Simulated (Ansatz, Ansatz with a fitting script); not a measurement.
Planning a run of Ansatz 0.2.0 on SiO2 (P3_221). The input:

```yaml
crystal:
  lattice:
    - [4.91636, 0.0, 0.0]
    - [-2.45818, 4.2576926541, 0.0]
    - [0.0, 0.0, 5.4084]
  atoms:
    - { symbol: Si, position: [0.46973, 0.0, 0.6666666667] }
    - { symbol: Si, position: [0.0, 0.46973, 0.3333333333] }
    - { symbol: Si, position: [0.53027, 0.53027, 0.0] }
    - { symbol: O, position: [0.41354, 0.26758, 0.78558] }
    - { symbol: O, position: [0.73242, 0.14596, 0.4522466667] }
    - { symbol: O, position: [0.85404, 0.58646, 0.1189133333] }
    - { symbol: O, position: [0.26758, 0.41354, 0.21442] }
    - { symbol: O, position: [0.14596, 0.73242, 0.5477533333] }
    - { symbol: O, position: [0.58646, 0.85404, 0.8810866667] }
kpoints:
  mp_grid: { grid: [3, 3, 2] }
hamiltonian:
  xc: lda
  pseudopotentials: { kind: nc, xc_functional: pbe }
scf:
  occupations: { method: fixed }
  lower_state_search: "off"
output:
  rpa_energy:
    ecut_chi_ladder: [78, 91, 104, 117, 130]
    long_wavelength: optical_limit
    n_empty_bands: 134
basis:
  ecutwfc: 1240.0
  xc_grid: 3
```

```sh
ansatz run input.yaml --threads 24 --pin off --max-ram 27648MiB --backend cpu --events-out ev --progress --plain --runs-dir out
```

Question: Estimate wall time and host memory on 24 threads of Arm Neoverse V2, shared host.

It took 20 s; on shared hardware allow 10 s to 41 s. Peak host memory was 2.7 GiB.

[Paths, hosts, dates, memory and timing lines, banners, echoed tables and standing remarks are left out of the program output.]

[Logs are printed without paths, hosts, clocks, repeated set-up lines and the standing remarks that a program may print on its own settings, such as how far it seeks lower states.]

[Runs of the session that timed out or met a known fault of the program may be left out.]

[Hosts, paths, dates, database ids (printed as entryN), source tags and the programs' standing remarks are cut or masked in the printed files.]
